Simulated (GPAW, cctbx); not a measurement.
# Bonding in TiZnCu as X-rays see it

Question: by how much does bonding change the X-ray structure factors of TiZnCu, and what does a routine refinement make of it?

The cell comes from substitution in a known structure type and wasn't matched to any measured phase. All numbers below are calculated.

**1. Relax the structure**

The density hangs on the geometry, so cell and atoms are relaxed first, with the symmetry held. The cutoff is set higher than for the density because stress converges slowly with plane waves.

Settings: GPAW 26.7.0, PBE, 570 eV, 5×5×4 k-points (along the axes of the calculation cell), Fermi–Dirac width 0.1 eV, BFGS to 0.03 eV/Å.

```text
cell
1.0
     4.277000000    0.000000000    0.000000000
    -2.138500000    3.703990652    0.000000000
     0.000000000    0.000000000    5.227000000
Zn Cu Ti
2 2 2
Direct
0.333333333 0.666666667 0.750000000
0.666666667 0.333333333 0.250000000
0.000000000 0.000000000 0.000000000
0.000000000 0.000000000 0.500000000
0.333333333 0.666666667 0.250000000
0.666666667 0.333333333 0.750000000
```

```console
$ OMP_NUM_THREADS=1 mpirun -n 4 gpaw python run.py > gpaw.log
```

```text
BFGS:    0      -23.187311        0.675885
BFGS:    1      -23.201968        0.621350
BFGS:    2      -23.287622        0.052973
BFGS:    3      -23.288717        0.065938
BFGS:    4      -23.288841        0.065017
BFGS:    5      -23.289213        0.048077
BFGS:    6      -23.289204        0.023091
cell  4.3721 4.3721 5.2656  90.00 90.00 120.00
volume 87.168 A^3, largest force 0.000 eV/A, largest stress 0.25 GPa
```

After 6 steps the volume has changed by +5.3 % and the energy by -0.102 eV; the largest stress left is 0.25 GPa. It took 79 s on 4 cores of Arm Neoverse V2 (shared host), peak memory 1 GiB.

Relaxed structure: P6_3/mmc (no. 194), a = 4.3721 Å, b = 4.3721 Å, c = 5.2656 Å, α = 90.00°, β = 90.00°, γ = 120.00°.

| atom | mult. | x | y | z |
| --- | --- | --- | --- | --- |
| Zn1 | 2 | 1/3 | 2/3 | 3/4 |
| Cu1 | 2 | 0 | 0 | 0 |
| Ti1 | 2 | 1/3 | 2/3 | 1/4 |

**2. The all-electron density**

X-rays see the whole electron density, so the PAW density is rebuilt with its core regions. Subtracting spherical free atoms from the same code cancels the cores and leaves the deformation density Δρ, the part due to bonding.

Settings: PBE, 450 eV, 6×6×5 k-points (along the axes of the calculation cell), Fermi–Dirac width 0.1 eV; primitive cell of 6 atoms.

```console
$ OMP_NUM_THREADS=1 mpirun -n 4 gpaw python run.py > gpaw.log
```

```text
|iter:   1|       0s |  -29.466547 | +0.33 |       |
|iter:   2|       1s |  -24.398915 | -0.08 | -0.86 |
|iter:   3|       2s |  -23.835478 | -0.79 | -1.23 |
...
|iter:  17|      17s |  -23.025363c| -7.01 | -5.89c|
|iter:  18|      18s |  -23.025363c| -7.34 | -6.32c|
|iter:  19|      18s |  -23.025363c| -7.61c| -6.66c|
```

```text
grid (48, 48, 54)  electrons 162.000  moved by bonding 1.164 e
deformation density beyond 0.5 A of the nuclei: max 0.033, min -0.212 e/A^3
atom        x       y       z   Voronoi charge  moment
Zn1    0.3333  0.6667  0.7500     -0.003       0.00
Zn2    0.6667  0.3333  0.2500     -0.003       0.00
Cu3    0.0000  0.0000  0.0000      0.014       0.00
Cu4    0.0000  0.0000  0.5000      0.014       0.00
Ti5    0.3333  0.6667  0.2500     -0.011       0.00
Ti6    0.6667  0.3333  0.7500     -0.011       0.00
mean inner potential of superposed free atoms 21.667 V
total magnetic moment 0.000 muB
```

Deformation density in a plane through the shortest contact of the Zn atom at the origin, in 0.01 e/Å³ (clipped at ±99); x from -1.6 to 4.1 Å, y from 2.4 down to -2.4 Å:

```text
  .   .  -2  -3   0   2   3   3   3   3   3   2  -5 -12   .   .
  .   .  -2  -3  -1   2   3   3   3   3   3   2  -5 -12   .   .
 -2  -2  -2  -1   1   3   3   3   3   3   2   2   0  -3  -8  -9
 -2  -1   1   2   2   2   3   3   2   1   0   0   2   2   0   0
  1   1   2   0  -3  -5   0   2   1  -1  -3  -2   0   1   2   3
  3   2  -2  -7   . -12  -4   2   0  -3   0   .  -2  -2   0   2
  3   2  -5 -12   .   .  -3   2   1  -2   .   .   0  -3   0   2
  3   2  -2  -7   . -12  -4   2   0  -3   0   .  -2  -2   0   2
  1   2   2   0  -3  -5   0   2   1  -1  -3  -2   0   1   2   3
 -1  -1   1   2   2   2   3   3   2   1   0   0   2   2   0   0
 -2  -2  -2  -1   1   3   3   3   3   3   2   2   0  -3  -8  -9
  .   .  -2  -3  -1   2   3   3   3   3   3   2  -5 -12   .   .
  .   .  -2  -3   0   2   3   3   3   3   3   2  -5 -12   .   .
```

Atoms in or within 0.15 Å of the plane: Zn (3.8, -2.2), Zn (3.8, 2.2), Zn (0.0, 0.0), Ti (2.5, 0.0), Ti (-1.3, -2.2), Ti (-1.3, 2.2) Å. Dots mark points within about 0.45 Å of a nucleus; large values next to them are atomic features.

Hardly any net charge crosses the Voronoi midplanes, which need not mean no transfer: free-atom tails already reach into the neighbours' cells. Along the shortest contact from the Zn atom at the map's origin, Zn–Ti at 2.52 Å, Δρ is +0.02 e/Å³ at the midpoint and highest, +0.02, 1.14 Å from Zn (points within 0.5 Å of a nucleus left out): little piles up between the atoms, as is usual in a metallic crystal, which this run finds. At the midpoints of other shortest contacts it is +0.03 (Cu–Cu, 2.63 Å), +0.03 (Zn–Cu, 2.85 Å) and +0.02 (Cu–Ti, 2.85 Å) e/Å³. Point values carry grid noise of about 0.01 e/Å³. The run needed 19 iterations, 26 s.

**3. From the density to structure factors**

The Fourier components of Δρ, added to those of the free atoms, give the static X-ray structure factors; the Mott–Bethe relation turns them into the Fourier components V of the potential that fast electrons feel.

```text
static structure factors of the conventional cell: F in electrons, V (Mott-Bethe) in volts
   h  k  l      d  |F| table  |F| free   |F| DFT   change   |V| free  |V| DFT  change %
   1  0  0  3.7863     6.972     6.819     6.658   -0.161     0.618    0.496    -19.7
   1  0  1  3.0741    14.598    14.619    14.522   -0.097     0.379    0.331    -12.8
   0  0  2  2.6328    34.184    34.236    34.061   -0.175     4.288    4.352      1.5
   1  1  0  2.1860   121.823   121.173   120.355   -0.818    10.259   10.465      2.0
   1  0  2  2.1616    83.033    82.541    81.917   -0.624     6.746    6.900      2.3
   2  0  0  1.8932     6.199     6.047     5.884   -0.163     0.009    0.022        -
   2  0  1  1.7815    13.319    13.119    12.982   -0.137     0.123    0.146     18.6
   1  1  2  1.6819    28.241    28.207    28.291    0.084     2.647    2.634     -0.5
   1  0  3  1.5924    12.835    12.623    12.546   -0.077     0.164    0.175      6.2
   2  0  2  1.5371    70.365    70.007    69.735   -0.271     4.968    5.002      0.7
   2  1  0  1.4311     5.286     5.217     5.074   -0.143     0.084    0.100     18.3
   2  1  1  1.3810    12.045    11.859    11.807   -0.052     0.200    0.206      2.6
   0  0  4  1.3164    92.945    92.672    92.559   -0.113     6.317    6.328      0.2
   2  0  3  1.2871    11.574    11.409    11.405   -0.005     0.213    0.214      0.2
```

The largest X-ray change is -0.82 e on 110, 0.7 % of |F|. For electrons V goes as (Z − F)/g², so a change of F counts against Z − F, which is small at low angle and wherever the atoms' terms cancel: |V| of 100 moves by -19.7 % (0.62 to 0.50 V) against -2.4 % in |F|. The tabulated Hartree–Fock atoms differ from the free DFT atoms by up to 0.65 e, so the choice of reference atom matters too.

**4. What a spherical-atom refinement makes of it**

Routine crystallography fits spherical atoms. To see the bias, intensities are simulated from tabulated atoms plus the DFT change ΔF, so that bonding alone can misfit (3802 reflections of the full sphere, merged to the counts below, to 0.45 Å, 1.5 % proportional noise plus counting noise, assumed isotropic U as listed, Δρ smeared by the mean U) and refined with cctbx over different ranges.

```
                    range  data      R1  GooF  U Zn1 (true 0.0047)  U Cu1 (true 0.0048)  U Ti1 (true 0.0052)  largest shift (Å)  Δρ max, min (e/Å³)
                 all data   222  0.0048  0.98               0.0047               0.0047               0.0052             0.0000         0.18, -0.25
 low resolution, d > 0.84    42  0.0034  0.97               0.0044               0.0045               0.0050             0.0000         0.08, -0.14
     high order, d < 0.75   168  0.0052  0.94               0.0047               0.0048               0.0052             0.0000         0.18, -0.12
occupancies free, d > 0.7    67  0.0040  1.03               0.0045               0.0046               0.0052             0.0000         0.11, -0.16
```

With all data GooF is 0.98, so at this noise the bonding hardly shows; the top residual peak, near noise level, lies 1.37 Å from Cu and 1.49 Å from Ti, between them. No U is off by more than 3 s.u. at low resolution. Symmetry fixes every coordinate, so the shifts are zero by construction. With Zn1 held at 1 and the scale free, the other occupancies refine to Cu1 1.000(0.001) and Ti1 1.003(0.002), within three s.u. of full.

**5. Answer**

Bonding moves 1.16 e in the primitive cell of TiZnCu and changes the structure factors of the conventional cell in the table above by at most 0.82 e (110, 0.7 %), and among reflections above 2 % of the strongest by up to 2.7 % (210). The shortest bond, Zn–Ti, has Δρ = +0.02 e/Å³ at its midpoint, with no localised bond charge. With all data GooF is 0.98, so at this noise the bonding hardly shows. Limits: static density, frozen cores, no spin–orbit coupling.

[Outputs are excerpts: Python notices, other lines and further rows are left out; steps that failed or that the build refused (PBEsol, TPSS) are not shown.]

[Logs are printed without paths, hosts, clocks, repeated set-up lines and the standing remarks that a program may print on its own settings, such as how far it seeks lower states.]
